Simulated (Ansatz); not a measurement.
# (KF)2(AgCl)2 [001] superlattice, started as rocksalt type: following an unstable mode, part 3 of 4

Wanted: the energy along a soft mode of (KF)2(AgCl)2 [001] superlattice, started as rocksalt type and the structure at the end.

Ansatz 0.2.0; DFT PBE, scalar-relativistic, plane waves, PAW.

So far. Step 4 (The mode frozen in, largest atomic shift 0.22 Å): The run ends at a pressure of 0.24 GPa, with forces up to 0.095 eV/Å. Step 5 (Energy along the mode, all amplitudes (two of the runs …): The lowest of the steps tried is at 0.22 Å, 0.794 meV/atom below the parent; the bottom of the well need not coincide with a step.

The structure was built from a prototype and need not be the compound's stable phase.

### Step 6. Relaxation from the frozen mode (continued)

ELF in the ac plane at fractional y = 0.000, with atoms of Ag and Cl and F and K within 0.2 Å of it. It is the smooth field of the valence electrons, not physical close to the nuclei.

Values, 24 rows by 14 columns, each cell a mean:
```
0.77 0.83 0.86 0.75 0.41 0.07 0.01 0.00 0.02 0.13 0.51 0.81 0.86 0.82
0.75 0.71 0.60 0.34 0.11 0.02 0.01 0.01 0.01 0.03 0.15 0.43 0.63 0.73
0.10 0.09 0.05 0.02 0.01 0.01 0.01 0.01 0.01 0.01 0.01 0.03 0.06 0.09
0.50 0.48 0.40 0.26 0.13 0.05 0.03 0.03 0.03 0.07 0.15 0.31 0.42 0.49
0.85 0.84 0.81 0.68 0.43 0.16 0.06 0.04 0.07 0.22 0.49 0.74 0.82 0.85
0.51 0.69 0.84 0.83 0.66 0.30 0.08 0.05 0.12 0.40 0.71 0.85 0.81 0.64
0.54 0.70 0.84 0.83 0.68 0.33 0.07 0.04 0.12 0.43 0.73 0.85 0.82 0.65
0.84 0.83 0.79 0.66 0.45 0.18 0.04 0.02 0.06 0.25 0.51 0.71 0.80 0.83
0.29 0.27 0.23 0.16 0.10 0.04 0.02 0.01 0.02 0.06 0.11 0.19 0.24 0.28
0.33 0.30 0.24 0.16 0.11 0.06 0.03 0.02 0.03 0.07 0.11 0.18 0.25 0.31
0.69 0.62 0.50 0.32 0.18 0.09 0.05 0.04 0.06 0.11 0.20 0.38 0.54 0.64
0.79 0.70 0.56 0.36 0.18 0.09 0.05 0.04 0.06 0.11 0.21 0.43 0.60 0.72
0.50 0.46 0.36 0.21 0.12 0.06 0.04 0.04 0.05 0.07 0.13 0.26 0.39 0.48
0.23 0.21 0.16 0.10 0.06 0.04 0.03 0.02 0.03 0.04 0.07 0.12 0.18 0.22
0.07 0.07 0.05 0.03 0.02 0.02 0.01 0.01 0.01 0.02 0.02 0.04 0.06 0.07
0.02 0.01 0.01 0.01 0.00 0.00 0.00 0.00 0.00 0.00 0.01 0.01 0.01 0.02
0.28 0.25 0.19 0.10 0.04 0.01 0.00 0.00 0.00 0.01 0.05 0.13 0.21 0.26
0.72 0.69 0.60 0.40 0.18 0.04 0.01 0.00 0.01 0.06 0.22 0.47 0.62 0.70
0.64 0.75 0.80 0.66 0.38 0.10 0.02 0.01 0.03 0.16 0.45 0.72 0.80 0.73
0.64 0.75 0.79 0.66 0.42 0.13 0.02 0.01 0.03 0.19 0.48 0.72 0.79 0.72
0.64 0.61 0.52 0.37 0.21 0.07 0.01 0.01 0.02 0.10 0.24 0.42 0.55 0.62
0.18 0.16 0.11 0.05 0.02 0.01 0.00 0.00 0.00 0.01 0.03 0.07 0.12 0.16
0.81 0.79 0.73 0.53 0.25 0.04 0.01 0.00 0.01 0.08 0.31 0.61 0.75 0.80
0.66 0.78 0.87 0.81 0.51 0.11 0.01 0.00 0.02 0.19 0.61 0.85 0.86 0.75
```
Columns run along a (3.8 Å), rows up along c (12.8 Å). Atoms in or near the plane, at fractional coordinates: Ag at (0.00, 0.53), Cl at (0.00, 0.74), F at (0.00, 0.20), K at (0.00, 0.00).

Valence density in the ac plane at fractional y = 0.000, with atoms of Ag and Cl and F and K within 0.2 Å of it. It is the smooth field of the valence electrons, not physical close to the nuclei.

Values in e/Å³, 24 rows by 14 columns, each cell a mean:
```
 4  3  2  1  0  0  0  0  0  0  0  1  2  3
 1  1  0  0  0  0  0  0  0  0  0  0  1  1
 0  0  0  0  0  0  0  0  0  0  0  0  0  0
 0  0  0  0  0  0  0  0  0  0  0  0  0  0
 1  1  1  0  0  0  0  0  0  0  0  0  1  1
 1  1  2  1  0  0  0  0  0  0  0  1  2  1
 1  1  1  1  0  0  0  0  0  0  0  1  2  1
 1  1  1  0  0  0  0  0  0  0  0  0  1  1
 0  0  0  0  0  0  0  0  0  0  0  0  0  0
 2  1  1  0  0  0  0  0  0  0  0  0  1  1
12  9  4  1  0  0  0  0  0  0  0  2  5 10
17 13  6  1  0  0  0  0  0  0  0  2  8 14
 4  3  1  0  0  0  0  0  0  0  0  1  2  3
 0  0  0  0  0  0  0  0  0  0  0  0  0  0
 0  0  0  0  0  0  0  0  0  0  0  0  0  0
 0  0  0  0  0  0  0  0  0  0  0  0  0  0
 0  0  0  0  0  0  0  0  0  0  0  0  0  0
 1  1  0  0  0  0  0  0  0  0  0  0  0  1
 9  6  2  0  0  0  0  0  0  0  0  1  3  7
 9  6  2  0  0  0  0  0  0  0  0  1  3  7
 1  1  0  0  0  0  0  0  0  0  0  0  0  1
 0  0  0  0  0  0  0  0  0  0  0  0  0  0
 2  1  1  0  0  0  0  0  0  0  0  0  1  2
 4  4  2  1  0  0  0  0  0  0  0  1  3  4
```
Columns run along a (3.8 Å), rows up along c (12.8 Å). Atoms in or near the plane, at fractional coordinates: Ag at (0.00, 0.53), Cl at (0.00, 0.74), F at (0.00, 0.20), K at (0.00, 0.00).

Electrostatic potential energy in the ac plane at fractional y = 0.000, with atoms of Ag and Cl and F and K within 0.2 Å of it. With pseudopotentials it is smooth inside the atoms' cores, unlike the true potential.

Ten even steps from '0' (-40 eV) to '9' (11 eV), each cell a mean:
```
01378999998520
66789999999876
99999999999999
99999999999999
56799999999875
00279999998510
00279999998510
56799999999875
99999999999999
66789999999876
12368999998531
01258999997421
44689999998754
88999999999998
99999999999999
99999999999999
99999999999999
89999999999999
02699999999941
12699999999951
88999999999998
89999999999999
34689999998764
00268999998510
```
Columns run along a (3.8 Å; values clipped at the 3rd and 97th percentile), rows up along c (12.8 Å). Atoms in or near the plane, at fractional coordinates: Ag at (0.00, 0.53), Cl at (0.00, 0.74), F at (0.00, 0.20), K at (0.00, 0.00).

The distorted start has space group P4mm; the relaxation ends in P4mm.

### Step 7. The new phase in its own primitive cell

The relaxed structure is symmetrised, reduced to its primitive cell and relaxed tightly, as its phonons need.

Input file input.yaml:

```yaml
crystal:
  lattice:
    - [3.7764080288, 0.0, 0.0]
    - [0.0, 3.7764080288, 0.0]
    - [0.0, 0.0, 12.7601001266]
  atoms:
    - { symbol: Ag, position: [0.0, 0.0, 0.5256140233] }
    - { symbol: Ag, position: [0.5, 0.5, 0.7870573349] }
    - { symbol: Cl, position: [0.5, 0.5, 0.4853045391] }
    - { symbol: Cl, position: [0.0, 0.0, 0.7425346894] }
    - { symbol: F, position: [0.5, 0.5, 0.9766774396] }
    - { symbol: F, position: [0.0, 0.0, 0.2004775049] }
    - { symbol: K, position: [0.0, 0.0, 0.999277351] }
    - { symbol: K, position: [0.5, 0.5, 0.2318427116] }
kpoints:
  mp_grid: { grid: [6, 6, 2] }
hamiltonian:
  xc: pbe
scf:
  occupations: { method: fixed }
output:
  forces: true
  stress: true
  eigenvalues: true
relax:
  adjacent_minimum: "off"
  f_tol: 0.001
  max_steps: 60
  cell: { stress_tol: 0.01 }
```

The run is started by

```bash
$ ansatz run input.yaml --threads 8 --pin off --max-ram 14336MiB --backend cpu --events-out ev --progress --plain --runs-dir out
```

Numbers of over 12 decimals in the logs are rounded to 6 here.

Log:

```text
[...]
Crystal: 8 atoms, lattice volume = 181.975 Å³
Basis set: ecut = 420 eV, 3563 PW (Γ), exchange–correlation on 54×54×180 points (8 copies of the dense FFT grid, shifted against one another)
Bands: 51, of which v1, the nominal top of the filled ones, is band 42 counted from 1 (41 counted from 0)
Symmetry: 8 space group operations
[...]
k-points: 20 of 72
[...]
- [3.776401, 0.0, 0]
    - [0.0, 3.776401, 0.0]
    - [0, 0.0, 12.761952]
  atoms:
    - { symbol: Ag, position: [0, 0.0, 0.525655] }
    - { symbol: Ag, position: [0.5, 0.5, 0.787068] }
    - { symbol: Cl, position: [0.5, 0.5, 0.485317] }
    - { symbol: Cl, position: [0, 0.0, 0.742516] }
    - { symbol: F, position: [0.5, 0.5, 0.976671] }
    - { symbol: F, position: [0, 0.0, 0.200443] }
    - { symbol: K, position: [0, 0.0, 0.999249] }
    - { symbol: K, position: [0.5, 0.5, 0.231867] }
[key lines of the parts left out:]
SCF converged after 9 iterations
Free energy (F): -22039.225154 eV
Fermi energy:    4.901409 eV
P = ⅓ Tr σ = 0.0002 GPa (0.002 kbar)
```

It took 8.7 s on 8 threads of Intel Xeon Platinum 8275CL at 3.00GHz (Skylake/Cascade Lake), shared host; peak memory 0.82 GiB.

Little changed from the start: no atom moved by 0.005 Å and no cell edge by 0.1 %.

Numbers from this step:

```yaml
pressure: 2.06e-4 GPa
direct_gap_on_mesh: 2.386 eV
```

The largest force component left is 0.46 meV/Å and the pressure is 0.000 GPa, within the tolerances set. The cell now holds 22.75 Å³/atom.

### Step 8. Modes of the new phase, k-mesh 6×6×2

A relaxed structure may still be a saddle point, so its zone-centre modes are computed. The response to a homogeneous field gives the Born charges and the dielectric tensor, and its change with displacement the Raman tensors.

Input file input.yaml:

```yaml
crystal:
  lattice:
    - [3.7764008944, 0.0, 0.0]
    - [0.0, 3.7764008944, 0.0]
    - [0.0, 0.0, 12.7619519357]
  atoms:
    - { symbol: Ag, position: [0.0, 0.0, 0.5256546809] }
    - { symbol: Ag, position: [0.5, 0.5, 0.7870675468] }
    - { symbol: Cl, position: [0.5, 0.5, 0.4853166311] }
    - { symbol: Cl, position: [0.0, 0.0, 0.7425160928] }
    - { symbol: F, position: [0.5, 0.5, 0.9766710827] }
    - { symbol: F, position: [0.0, 0.0, 0.2004432654] }
    - { symbol: K, position: [0.0, 0.0, 0.9992493576] }
    - { symbol: K, position: [0.5, 0.5, 0.2318669364] }
kpoints:
  mp_grid: { grid: [6, 6, 2] }
hamiltonian:
  xc: pbe
scf:
  occupations: { method: fixed }
output:
  eigenvalues: true
phonons:
  method: dfpt
  dielectric: true
  rigid_motions: translations
  raman: true
```

Log:

```text
[...]
Crystal: 8 atoms, lattice volume = 182.001 Å³
Basis set: ecut = 420 eV, 3563 PW (Γ), exchange–correlation on 54×54×180 points (8 copies of the dense FFT grid, shifted against one another)
Bands: 51, of which v1, the nominal top of the filled ones, is band 42 counted from 1 (41 counted from 0)
Symmetry: 8 space group operations
k-points: 32 of 72 (irreducible under 2 space group operations, time reversal used)
[...]
SCF iter   1: F=—  HF=-22039.225650 eV  |F-HF|=—  |Δ(HF+E_count)|=         —  Δρ=1.13e-3  dr2=8.26e-3  ethr=1.77e-3  ⟨swp⟩=5.0  Hψ=5042  notcnv=0  defer=220
[...]
SCF iter  12: F=-22039.225154 eV  HF=-22039.225154 eV  |F-HF|=1.46e-11  |Δ(HF+E_count)|=  3.64e-12  Δρ=2.00e-7  dr2=7.54e-11  ethr=1.00e-12  ⟨swp⟩=13.3  Hψ=11102  notcnv=0
SCF 1 converged in 12 iterations: F = -22039.225154 eV  dr2 = 7.54e-11
[...]
DFPT response loops at Γ: preconditioner auto → none (the input reference at scf.mixing.eps_inf says where Resta's filter doesn't serve); β = 0.50; Broyden in place of MSR1
[...]
Bands: 43, of which v1, the nominal top of the filled ones, is band 42 counted from 1 (41 counted from 0)
k-points: 30 of 400 (time reversal used)
[...]
Eigensolver: Dense (30 Hₖ)
SCF iter   1: F=—  HF=-22038.845659 eV  |F-HF|=—  |Δ(HF+E_count)|=         —  Δρ=7.99e-4  dr2=3.41e-4  ethr=1.00e-1
[...]
SCF iter  10: F=-22038.845854 eV  HF=-22038.845854 eV  |F-HF|=3.64e-12  |Δ(HF+E_count)|=  1.35e-10  Δρ=7.12e-8  dr2=1.81e-11  ethr=1.00e-12
SCF 1 converged in 10 iterations: F = -22038.845854 eV  dr2 = 1.81e-11
[...]
SCF converged after 12 iterations
Free energy (F): -22039.225154 eV
[...]
Internal energy: -22039.225154 eV  (E = F + TS)
E sigma→0 (E₀):  -22039.225154 eV
Fermi energy:    4.901407 eV
[...]
--- Band table (eV; the first three rows and the last of 32) ---
  k-point 0: bands = [... 38 lower, 3.1692, 3.1692, 3.1697, 3.6950, 6.0811, 7.1326, 9.3386, 10.4246, ... 5 higher]
  k-point 1: bands = [... 38 lower, 3.1691, 3.1691, 3.1842, 3.6764, 6.1602, 7.0651, 9.2215, 10.6353, ... 5 higher]
  k-point 2: bands = [... 38 lower, 3.3587, 3.4333, 3.6941, 3.8069, 6.8277, 7.7994, 9.7035, 10.5797, ... 5 higher]
  k-point 31: bands = [... 38 lower, 2.9302, 3.1568, 3.4404, 3.5300, 7.4901, 7.5879, 11.2966, 11.2966, ... 5 higher]
[...]
ASR residual: 8.871e-4 → 0.000e0 eV/Å²; symmetrization residual: 7.309e-6 eV/Å²
[...]
ε∞ (high-frequency dielectric tensor):
        3.421720     0.000000    -0.000000
        0.000000     3.421720     0.000000
       -0.000000     0.000000     2.519640
  ε⁰ (static dielectric tensor: ions relaxed, cell fixed):
        8.279428     0.000000     0.000000
        0.000000     8.279428    -0.000000
        0.000000    -0.000000     7.701009
  ε⁰ − ε∞ (ionic part):
        4.857708     0.000000     0.000000
        0.000000     4.857708    -0.000000
        0.000000    -0.000000     5.181369
[...]
Born effective charges Z* (e; rows j = field, columns β = displacement):
    site 0:
         1.49107    0.00000   -0.00000
         0.00000    1.49107    0.00000
        -0.00000    0.00000    0.72793
    site 1:
         1.39604    0.00000   -0.00000
         0.00000    1.39604    0.00000
        -0.00000    0.00000    0.90968
    site 2:
        -1.52519    0.00000    0.00000
         0.00000   -1.52519    0.00000
         0.00000    0.00000   -0.70230
    site 3:
        -1.41210    0.00000    0.00000
         0.00000   -1.41210    0.00000
         0.00000    0.00000   -0.76715
    site 4:
        -1.08824    0.00000   -0.00000
         0.00000   -1.08824    0.00000
        -0.00000    0.00000   -1.45807
    site 5:
        -1.15786    0.00000   -0.00000
         0.00000   -1.15786    0.00000
        -0.00000    0.00000   -1.41532
    site 6:
         1.14104    0.00000   -0.00000
         0.00000    1.14104    0.00000
        -0.00000    0.00000    1.30408
    site 7:
         1.15525    0.00000   -0.00000
         0.00000    1.15525    0.00000
        -0.00000    0.00000    1.40115
  Z* charge neutrality: 2.312e-2 e pre-enforcement
[...]
optical modes at Γ without the LO–TO term, one row a degenerate level:
      ω (cm⁻¹)  modes    IR ((D/Å)²/amu)  static Raman (Å⁴/amu)  depolarisation
         18.95      2             0.0016                 0.2785           0.750
         33.58      2             0.0000                 0.0008           0.750
         52.56      1             0.0801                 0.4530           0.104
         63.04      2             0.0003                 0.0151           0.750
         69.86      1             0.0203                 1.5541           0.113
         99.26      1             2.8131                15.3581           0.397
        117.37      1             0.4229                 0.1890           0.003
        125.66      2             8.3539                 2.4306           0.750
        134.45      2             0.0457                 0.1274           0.750
        159.09      1             0.0077                 3.4797           0.701
        160.06      2             5.1188                 0.2664           0.750
        183.42      2             3.1313                 0.2875           0.750
        226.35      1             4.1893                 0.7016           0.503
        244.03      1             0.6371                 2.8622           0.110
  optical modes at Γ + LO–TO along q̂ = [1.0000, 0.0000, 0.0000]:
      ω (cm⁻¹)  modes    IR ((D/Å)²/amu)  static Raman (Å⁴/amu)  depolarisation
         18.95      1             0.0008                 0.1392           0.750
         18.98      1             0.0001                 0.1345           0.750
         33.58      1             0.0000                 0.0004           0.750
         33.58      1             0.0000                 0.0004           0.750
         52.56      1             0.0801                 0.4530           0.104
         63.04      1             0.0001                 0.0075           0.750
         63.04      1             0.0000                 0.0070           0.750
         69.86      1             0.0203                 1.5541           0.113
         99.26      1             2.8131                15.3581           0.397
        117.37      1             0.4229                 0.1890           0.003
        125.66      1             4.1769                 1.2153           0.750
        134.38      1             0.0016                 0.1390           0.750
        134.45      1             0.0229                 0.0637           0.750
        143.01      1             0.2830                 0.3833           0.750
        159.09      1             0.0077                 3.4797           0.701
        160.06      1             2.5594                 0.1332           0.750
        174.85      1             0.2946                 0.0621           0.750
        183.42      1             1.5657                 0.1437           0.750
        226.35      1             4.1893                 0.7016           0.503
        229.27      1             7.7465                 1.4861           0.750
        244.03      1             0.6371                 2.8622           0.110
  optical modes at Γ + LO–TO along q̂ = [0.0000, 1.0000, 0.0000]:
      ω (cm⁻¹)  modes    IR ((D/Å)²/amu)  static Raman (Å⁴/amu)  depolarisation
         18.95      1             0.0008                 0.1392           0.750
         18.98      1             0.0001                 0.1345           0.750
         33.58      1             0.0000                 0.0004           0.750
         33.58      1             0.0000                 0.0004           0.750
         52.56      1             0.0801                 0.4530           0.104
[...]
optical modes at Γ + LO–TO along q̂ = [0.0000, 0.0000, 1.0000]:
      ω (cm⁻¹)  modes    IR ((D/Å)²/amu)  static Raman (Å⁴/amu)  depolarisation
[...]
53.54      1             0.0063                 0.4888           0.385
         63.04      2             0.0003                 0.0151           0.750
         70.02      1             0.0012                 2.0431           0.144
        114.10      1             0.0451                 3.4816           0.524
        125.66      2             8.3539                 2.4306           0.750
        134.45      2             0.0457                 0.1274           0.750
        140.20      1             0.9895                11.6676           0.375
        159.23      1             0.0118                 4.4272           0.677
        160.06      2             5.1188                 0.2664           0.750
        183.42      2             3.1313                 0.2875           0.750
        241.17      1             0.1100                 2.1175           0.073
        285.31      1             7.0066                 1.6656           0.004
```

It took 3.8 min on 8 threads; peak memory 2.7 GiB; 27 min of CPU time.

Numbers from this step:

- sum-rule residual before enforcement: 8.87e-4 eV/Å²
- miss of the charge sum rule: 0.02312 e
- estimated error of the dielectric tensor: 0.01731
- estimated error of the Born charges: 0.02464 e
- point group: 4mm
- highest optical mode at the zone centre (no LO-TO term): 244.0 cm⁻¹
- lowest optical zone-centre mode: 18.95 cm⁻¹
- mean high-frequency dielectric constant: 3.121
- largest Born charge (third of the trace): -1.251 e
- mean static dielectric constant: 8.087
- top of the zone-centre spectrum with the field: 285.3 cm⁻¹

(Part 3 of 4 ends here.)

[Logs are printed without paths, hosts, clocks, repeated set-up lines and the standing remarks that a program may print on its own settings, such as how far it seeks lower states.]

[Hosts, paths, dates, database ids (printed as entryN), source tags and the programs' standing remarks are cut or masked in the printed files.]
